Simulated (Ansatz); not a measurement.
# LiY (built on the sites of a database entry of LiIn): phonons and vibrational spectra

How does LiY (built on the sites of a database entry of LiIn) vibrate, and is this structure a minimum?

Program: Ansatz 0.2.0. Level of theory: DFT PBEsol, scalar-relativistic, plane waves, PAW. Results are calculated unless marked as measured.

Report form: the programs' logs are mostly left out.

The structure was built from a prototype and need not be the compound's stable phase.

## Step 1: The structure

It takes space group Fd-3m (No. 227, cubic). Conventional cell: a = 7.944 Å, b = 7.944 Å, c = 7.944 Å, α = 90.00°, β = 90.00°, γ = 90.00°. Nearest to Li lie 4 Li at 3.44 Å and 4 Y at 3.44 Å. Nearest to Y lie 4 Li at 3.44 Å and 4 Y at 3.44 Å. Farther neighbours are not listed.

Coordinates:

```cif
data_structure
_symmetry_space_group_name_H-M 'P 1'
_symmetry_Int_Tables_number 1
_cell_length_a 5.6173
_cell_length_b 5.6173
_cell_length_c 5.6173
_cell_angle_alpha 60.000
_cell_angle_beta 60.000
_cell_angle_gamma 60.000
_cell_volume 125.33
loop_
_atom_site_label
_atom_site_type_symbol
_atom_site_fract_x
_atom_site_fract_y
_atom_site_fract_z
_atom_site_occupancy
Li1 Li 0.50000 0.50000 0.50000 1
Li2 Li 0.75000 0.75000 0.75000 1
Y3 Y 0.00000 0.00000 0.00000 1
Y4 Y 0.25000 0.25000 0.25000 1
```

## Step 2: Relaxation

The cell and atoms are relaxed, since residual forces and stress would shift the frequencies.

File input.yaml:

```yaml
crystal:
  lattice:
    - [0.0, 3.97201, 3.97201]
    - [3.97201, 0.0, 3.97201]
    - [3.97201, 3.97201, 0.0]
  atoms:
    - { symbol: Li, position: [0.5, 0.5, 0.5] }
    - { symbol: Li, position: [0.75, 0.75, 0.75] }
    - { symbol: "Y", position: [0.0, 0.0, 0.0] }
    - { symbol: "Y", position: [0.25, 0.25, 0.25] }
kpoints:
  mp_grid: { grid: [10, 10, 10] }
hamiltonian:
  xc: pbesol
scf:
  occupations: { method: gaussian, width: 0.1 }
output:
  forces: true
  stress: true
  eigenvalues: true
relax:
  adjacent_minimum: "off"
  f_tol: 0.005
  max_steps: 80
  cell: { stress_tol: 0.05 }
```

On the command line:

```sh
ansatz run input.yaml --threads 4 --pin off --max-ram 14336MiB --backend cpu --events-out ev --progress --plain --runs-dir out
```

Elapsed: 7.8 s, on 4 threads of Arm Neoverse V1, shared host; peak memory 0.48 GiB.

The steps of the relaxation:

| step | energy less that of the first step (eV) | largest force component (eV/Å) | pressure (GPa) | volume (Å³) |
| --- | --- | --- | --- | --- |
| 1 | 0.0000 | 0.0000 | -3.58 | 125.33 |
| 2 | -0.2825 | 0.0000 | -1.38 | 107.88 |
| 3 | -0.3124 | 0.0000 | 0.39 | 99.24 |
| 4 | -0.3143 | 0.0000 | -0.03 | 101.01 |
| 5* | -0.3138 | 0.0000 | -0.03 | 101.01 |

Relaxation steps marked * repeat the geometry before them on a plane-wave basis chosen anew for their cell, so energy and pressure can jump there.

The run keeps the 48 symmetry operations that it works with, so distortions that break them were not tested.

| conventional cell, symmetrised | before | after | change |
| --- | --- | --- | --- |
| a (Å) | 7.944 | 7.393 | -6.9 % |
| b (Å) | 7.944 | 7.393 | -6.9 % |
| c (Å) | 7.944 | 7.393 | -6.9 % |
| volume (Å³/atom) | 31.33 | 25.25 | -19.4 % |

The relaxed structure:

```xyz
4
Lattice="0.0000 3.6964 3.6964 3.6964 0.0000 3.6964 3.6964 3.6964 0.0000" Properties=species:S:1:pos:R:3 pbc="T T T"
Li    3.6964    3.6964    3.6964
Li    5.5445    5.5445    5.5445
Y     0.0000    0.0000    0.0000
Y     1.8482    1.8482    1.8482
```

Numbers from this step:

| Property | Result |
| --- | --- |
| pressure | -0.02780 GPa |
| volume per atom | 25.25 Å³ |
| gap on the k-mesh | 0 eV |

In this step the volume went from 31.33 to 25.25 Å³/atom.

## Step 3: Bringing the structure to rest

The relaxation is repeated from its end on the same settings, as a check that it has come to rest.

input.yaml, the sections that differ from step 2:

```yaml
crystal:
  lattice:
    - [0.0, 3.696364675, 3.696364675]
    - [3.696364675, 0.0, 3.696364675]
    - [3.696364675, 3.696364675, 0.0]
  atoms:
    - { symbol: Li, position: [0.5, 0.5, 0.5] }
    - { symbol: Li, position: [0.75, 0.75, 0.75] }
    - { symbol: "Y", position: [0.0, 0.0, 0.0] }
    - { symbol: "Y", position: [0.25, 0.25, 0.25] }
output:
  forces: true
  stress: true
  eigenvalues: true
  write_density: true
  write_potential: true
  elf: true
  volumetric_format: npy
# kpoints, hamiltonian, scf, relax: as in step 2
```

Wall time 3.1 s (4 threads); peak memory 0.44 GiB; 11 s of CPU time.

Little changed from the start: no atom moved by 0.005 Å and no cell edge by 0.1 %.

In this step the volume went from 25.25 to 25.25 Å³/atom.

## Step 4: Relaxing to small forces for the phonons

Phonons need a cell at rest on their own settings, so the relaxation is repeated with tight tolerances on forces and stress, using the mesh and the filling of the phonon run that follows.

input.yaml, the sections that differ from step 3:

```yaml
kpoints:
  mp_grid: { grid: [12, 12, 12] }
scf:
  occupations: { method: methfessel_paxton, width: 0.2 }
output:
  forces: true
  stress: true
  eigenvalues: true
relax:
  adjacent_minimum: "off"
  f_tol: 0.001
  max_steps: 60
  cell: { stress_tol: 0.01 }
# crystal, hamiltonian: as in step 3
```

It took 6.1 s on 4 threads; peak memory 0.47 GiB; 22 s of CPU time.

Little changed from the start: no atom moved by 0.005 Å and no cell edge by 0.1 %.

This step gave:

- pressure: -0.004710 GPa
- volume per atom: 25.20 Å³

The forces vanish by symmetry and the pressure is -0.005 GPa, within the tolerances set. The cell now holds 25.20 Å³/atom.

## Step 5: Linear response at the zone centre

The zone centre comes first: it holds the modes that light can see, as far as symmetry allows. No field response is asked, since the mesh shows no gap.

input.yaml, the sections that differ from step 4:

```yaml
crystal:
  lattice:
    - [0.0, 3.6938399398, 3.6938399398]
    - [3.6938399398, 0.0, 3.6938399398]
    - [3.6938399398, 3.6938399398, 0.0]
  atoms:
    - { symbol: Li, position: [0.5, 0.5, 0.5] }
    - { symbol: Li, position: [0.75, 0.75, 0.75] }
    - { symbol: "Y", position: [0.0, 0.0, 0.0] }
    - { symbol: "Y", position: [0.25, 0.25, 0.25] }
output:
  eigenvalues: true
phonons:
  method: dfpt
# kpoints, hamiltonian, scf: as in step 4
# relax: removed
```

It took 27 s on 4 threads; peak memory 1.3 GiB.

Numbers from this step:

```
sum-rule residual before enforcement                    : 3.00e-5 eV/Å²
point group                                             : m-3m
highest optical mode at the zone centre (no LO-TO term) : 301.7 cm⁻¹
lowest optical zone-centre mode                         : 105.1 cm⁻¹
```

Patterns of degenerate modes are one choice out of their space. The modes at Γ (shares of kinetic energy by element, %):

| mode | frequency (cm⁻¹) | symmetry | Li % | Y % |
| --- | --- | --- | --- | --- |
| 1 | 0.0 | acoustic | 7 | 93 |
| 2 | 0.0 | acoustic | 7 | 93 |
| 3 | 0.0 | acoustic | 7 | 93 |
| 4 | 105.1 | T2g | 4 | 96 |
| 5 | 105.1 | T2g | 4 | 96 |
| 6 | 105.1 | T2g | 4 | 96 |
| 7 | 241.6 | T1u | 93 | 7 |
| 8 | 241.6 | T1u | 93 | 7 |
| 9 | 241.6 | T1u | 93 | 7 |
| 10 | 301.7 | T2g | 96 | 4 |
| 11 | 301.7 | T2g | 96 | 4 |
| 12 | 301.7 | T2g | 96 | 4 |

Displacements in mode 4 (105.1 cm⁻¹), the largest set to 1:
```
Li1 -0.02 -0.10  0.72
Li2  0.02  0.10 -0.72
Y3   0.03  0.13 -1.00
Y4  -0.03 -0.13  1.00
```

Displacements in mode 9 (241.6 cm⁻¹), the largest set to 1:
```
Li1  1.00  0.33 -0.06
Li2  1.00  0.33 -0.06
Y3  -0.08 -0.03  0.00
Y4  -0.08 -0.03  0.00
```

Before it was imposed, the acoustic sum rule was missed by 3.0e-5 eV/Å². Small misses are needed for a sound result but don't prove that mesh and cutoff are converged. The lowest optical mode is real, 105 cm⁻¹.

## Step 6: The dispersion

Stability and thermal properties need the whole zone. Linear response on a 4×4×4 q mesh gives force constants as far as a supercell of that size would.

Edit input.yaml of step 5 so:

```diff
@@ -20 +20,8 @@
   method: dfpt
+  qmesh: [4, 4, 4]
+  temperatures: { t_max: 1000, t_step: 50 }
+  qpath:
+    path:
+      - [[0.0, 0.0, 0.0], [0.5, 0.0, 0.5], [0.625, 0.25, 0.625]]
+      - [[0.375, 0.375, 0.75], [0.0, 0.0, 0.0], [0.5, 0.5, 0.5], [0.5, 0.25, 0.75], [0.5, 0.0, 0.5]]
+    npoints: 10
```

Run time: 14 min. Hardware: 4 threads; peak memory 6.9 GiB; 55 min of CPU time.

Numbers from this step:

```
sum-rule residual before enforcement                    : 2.96e-5 eV/Å²
lowest frequency on the path                            : -60.60 cm⁻¹
highest frequency on the path or at a solved wavevector : 301.7 cm⁻¹
lowest mode on the q mesh (acoustic modes at Γ apart)   : -60.6 cm⁻¹
```

Frequencies (cm⁻¹) solved at each irreducible wavevector; negative means imaginary. Frequencies by wavevector, by row:

| q in reciprocal lattice units | star | mode 1 | mode 2 | mode 3 | mode 4 | mode 10 | mode 11 | mode 12 |
| --- | --- | --- | --- | --- | --- | --- | --- | --- |
| 0 0 0 | 1 | 0 | 0 | 0 | 105.1 | 301.7 | 301.7 | 301.7 |
| 0 0 0.25 | 8 | 21.9 | 21.9 | 32.1 | 97.2 | 292.6 | 299.2 | 299.2 |
| 0 0 -0.5 | 4 | 6.4 | 28.1 | 28.1 | 99.8 | 288.8 | 294.1 | 294.1 |
| 0 0.25 0.25 | 6 | -22.1 | -22.1 | 51.2 | 90.3 | 292.4 | 292.5 | 292.5 |
| 0 0.25 -0.5 | 24 | -44.6 | -42.6 | 39.2 | 81.1 | 280.7 | 288.4 | 292.5 |
| 0 0.25 -0.25 | 12 | -30.7 | -27.5 | 21.1 | 86.3 | 284.8 | 295.1 | 296.6 |
| 0 -0.5 -0.5 | 3 | -60.6 | -60.6 | 72.7 | 72.7 | 279 | 280.2 | 280.2 |
| 0.25 -0.5 -0.25 | 6 | -49.7 | -49.7 | 57 | 57 | 272.4 | 289.6 | 289.6 |

Interpolated from a 4×4×4 q mesh. Phonon branches along the path, in cm⁻¹:

| point | branch 1 | branch 2 | branch 3 | branch 4 | branch 9 | branch 10 | branch 11 | branch 12 |
| --- | --- | --- | --- | --- | --- | --- | --- | --- |
| Γ | 0 | 0 | 0 | 105 | 242 | 302 | 302 | 302 |
| halfway | -22 | -22 | 51 | 90 | 269 | 292 | 292 | 292 |
| X | -61 | -61 | 73 | 73 | 279 | 279 | 280 | 280 |
| halfway | -59 | -58 | 64 | 73 | 275 | 278 | 282 | 285 |
| U | -52 | -51 | 46 | 74 | 272 | 276 | 286 | 290 |
| jump to K | -52 | -51 | 46 | 74 | 272 | 276 | 286 | 290 |
| halfway | -14 | -9 | 35 | 89 | 270 | 289 | 296 | 300 |
| Γ | 0 | 0 | 0 | 105 | 242 | 302 | 302 | 302 |
| halfway | 22 | 22 | 32 | 97 | 264 | 293 | 299 | 299 |
| L | 6 | 28 | 28 | 100 | 279 | 289 | 294 | 294 |
| halfway | -37 | -35 | 26 | 82 | 276 | 280 | 292 | 294 |
| W | -50 | -50 | 57 | 57 | 272 | 272 | 290 | 290 |
| halfway | -56 | -56 | 65 | 65 | 275 | 275 | 286 | 286 |
| X | -61 | -61 | 73 | 73 | 279 | 279 | 280 | 280 |

Tetrahedra on a 16×16×16 mesh, mean over bins of 5 cm-1. Interpolated from a 4×4×4 q mesh. Table of phonon density of states by wavenumber; read off at these points:

wavenumber (cm⁻¹), phonon density of states (1/cm⁻¹/cell) and a bar:
```
      -62      0.000 
      -48      0.056 ########
      -38      0.040 ######
      -22      0.022 ###
      -12      0.013 ##
        2      0.009 #
       12      0.015 ##
       28      0.041 ######
       38      0.036 #####
       52      0.013 ##
       62      0.008 #
       78      0.033 #####
       88      0.042 ######
      102      0.057 ########
      112      0.122 ##################
      128      0.000 
      138      0.000 
      152      0.000 
      162      0.000 
      178      0.000 
      188      0.000 
      202      0.000 
      212      0.000 
      228      0.000 
      238      0.000 
      252      0.047 #######
      262      0.197 ############################
      272      0.130 ###################
      278      0.096 ##############
      288      0.130 ###################
      292      0.209 ##############################
      302      0.016 ##
```

The partial phonon density of states has structure finer than the step of the table below, so its rows give means over 10 cm⁻¹, whole bins alone (the curve runs from -70 to 321 cm⁻¹). Peaks (cm⁻¹: height): Li 261.8: 0.157, 274.1: 0.123, 293.7: 0.177; Y -47.9: 0.0508, 25.9: 0.0405, 114.3: 0.120.

Phonopy on the run's constants, 13x13x13 mesh, Gaussian sigma 2.8 cm-1. Interpolated from a 4×4×4 q mesh. Partial phonon density of states against wavenumber; means over each step; values in 1/cm⁻¹/cell:

| wavenumber (cm⁻¹) | Li | Y |
| --- | --- | --- |
| -60 | 3.2e-4 | 0.0120 |
| -50 | 9.4e-4 | 0.0437 |
| -40 | 8.1e-4 | 0.0421 |
| -30 | 6.0e-4 | 0.0301 |
| -20 | 4.2e-4 | 0.0188 |
| -10 | 3.2e-4 | 0.0132 |
| 0 | 1.5e-4 | 0.00365 |
| 10 | 5.2e-4 | 0.0130 |
| 20 | 9.8e-4 | 0.0288 |
| 30 | 0.00113 | 0.0349 |
| 40 | 8.8e-4 | 0.0267 |
| 50 | 4.4e-4 | 0.0149 |
| 60 | 2.0e-4 | 0.00977 |
| 70 | 3.7e-4 | 0.0182 |
| 80 | 9.2e-4 | 0.0329 |
| 90 | 0.00171 | 0.0360 |
| 100 | 0.00294 | 0.0433 |
| 110 | 0.00487 | 0.103 |
| 120 | 0.00151 | 0.0546 |
| 130 | 8.4e-6 | 4.1e-4 |
| 140 | 0 | 0 |
| 150 | 0 | 0 |
| 160 | 0 | 0 |
| 170 | 0 | 0 |
| 180 | 0 | 0 |
| 190 | 0 | 0 |
| 200 | 0 | 0 |
| 210 | 0 | 0 |
| 220 | 0 | 0 |
| 230 | 9.0e-6 | 3.0e-7 |
| 240 | 0.00412 | 3.5e-4 |
| 250 | 0.0357 | 0.00285 |
| 260 | 0.124 | 0.00660 |
| 270 | 0.0992 | 0.00311 |
| 280 | 0.0954 | 0.00246 |
| 290 | 0.149 | 0.00293 |
| 300 | 0.0718 | 0.00171 |
| 310 | 0.00141 | 4.7e-5 |

Symmetry leaves 8 wavevectors to solve. The lowest mode among them, the acoustic zeros apart, lies at q = (0, -0.5, -0.5) and is imaginary, 60.6i cm⁻¹, so the energy falls along it.

## Step 7: Another isotope

An isotope changes the mass and not the force constants, so no new electronic calculation is needed; the shifts show which modes move this element.

The same force constants with the mass of Li changed from 6.940 to 6.015 u (phonopy, no LO-TO term). Both lists are sorted by frequency; levels can cross, so a row need not hold one and the same mode. Modes under 3 cm⁻¹ are left out. Isotope shifts, by row, the first 40 of 45 rows:

| q | rank | natural mass (cm⁻¹) | changed mass (cm⁻¹) |
| --- | --- | --- | --- |
| 0 0 0 | 4 | 105.1 | 105.4 |
| 0 0 0 | 5 | 105.1 | 105.4 |
| 0 0 0 | 6 | 105.1 | 105.4 |
| 0 0 0 | 7 | 241.6 | 258.3 |
| 0 0 0 | 8 | 241.6 | 258.3 |
| 0 0 0 | 9 | 241.6 | 258.3 |
| 0 0 0 | 10 | 301.7 | 323.3 |
| 0 0 0 | 11 | 301.7 | 323.3 |
| 0 0 0 | 12 | 301.7 | 323.3 |
| 0 0 0.25 | 1 | 21.93 | 22 |
| 0 0 0.25 | 2 | 21.93 | 22 |
| 0 0 0.25 | 3 | 32.1 | 32.13 |
| 0 0 0.25 | 4 | 97.18 | 97.53 |
| 0 0 0.25 | 5 | 103.5 | 104 |
| 0 0 0.25 | 6 | 103.5 | 104 |
| 0 0 0.25 | 7 | 250.7 | 267.9 |
| 0 0 0.25 | 8 | 250.7 | 267.9 |
| 0 0 0.25 | 9 | 264.5 | 283.1 |
| 0 0 0.25 | 10 | 292.6 | 314 |
| 0 0 0.25 | 11 | 299.2 | 320.7 |
| 0 0 0.25 | 12 | 299.2 | 320.7 |
| 0 0 -0.5 | 1 | 6.37 | 6.37 |
| 0 0 -0.5 | 2 | 28.1 | 28.13 |
| 0 0 -0.5 | 3 | 28.1 | 28.13 |
| 0 0 -0.5 | 4 | 99.78 | 99.84 |
| 0 0 -0.5 | 5 | 104.9 | 105.4 |
| 0 0 -0.5 | 6 | 104.9 | 105.4 |
| 0 0 -0.5 | 7 | 262 | 280.1 |
| 0 0 -0.5 | 8 | 262 | 280.1 |
| 0 0 -0.5 | 9 | 278.6 | 299.1 |
| 0 0 -0.5 | 10 | 288.8 | 310 |
| 0 0 -0.5 | 11 | 294.1 | 315.5 |
| 0 0 -0.5 | 12 | 294.1 | 315.5 |
| 0 0.25 0.25 | 1 | -22.14 | -22.17 |
| 0 0.25 0.25 | 2 | -22.14 | -22.17 |
| 0 0.25 0.25 | 3 | 51.16 | 51.25 |
| 0 0.25 0.25 | 4 | 90.34 | 90.41 |
| 0 0.25 0.25 | 5 | 99.52 | 100.2 |
| 0 0.25 0.25 | 6 | 99.52 | 100.2 |
| 0 0.25 0.25 | 7 | 254.9 | 271.9 |

A mode of this element alone would shift by +7.41 %. The highest zone-centre frequency without the field goes from 301.7 to 323.3 cm⁻¹ (+7.1 %). The product of the frequency ratios over all optical modes at Γ is 1.514; the product rule, (m/m′)^(3k/2) (M′/M)^(3/2) with k = 2 such atoms and M the mass of the cell, gives 1.514.

## Step 8: Results

```yaml
space_group_after_relaxation_within_0p01_a: Fd-3m
volume_per_atom: 25.2 Å³
electronic_character: no gap on this mesh
highest_optical_mode_at_the_zone_centre_no_lo_to_term: 302 cm⁻¹
lowest_optical_zone_centre_mode: 105 cm⁻¹
lowest_mode_on_the_q_mesh_acoustic_modes_at_gamma_apart: -60.6 cm⁻¹
highest_frequency_on_the_path_or_at_a_solved_wavevector: 302 cm⁻¹
imaginary_modes_on_the_4x4x4_q_mesh: yes
```

What this shows: Modes are clearly imaginary (beyond 10i cm⁻¹) at 5 of the 8 irreducible wavevectors, most at q = (0, -0.5, -0.5) (60.6i cm⁻¹), so this structure is not a minimum of the energy. The optical modes at Γ span 105 to 302 cm⁻¹. The highest mode in this list at Γ, 301.7 cm⁻¹, is mostly motion of Li (96 % of the kinetic energy). With no gap, or one that is small against the smearing, the frequencies hang on the k mesh and the smearing, most of all near Kohn anomalies. The starting cell was built on a prototype and not taken from a measurement, so the phase need not exist. These are harmonic frequencies at zero temperature: anharmonic shifts, linewidths and thermal expansion are left out.

[Logs are printed without paths, hosts, clocks, repeated set-up lines and the standing remarks that a program may print on its own settings, such as how far it seeks lower states.]

[Hosts, paths, dates, database ids (printed as entryN), source tags and the programs' standing remarks are cut or masked in the printed files.]
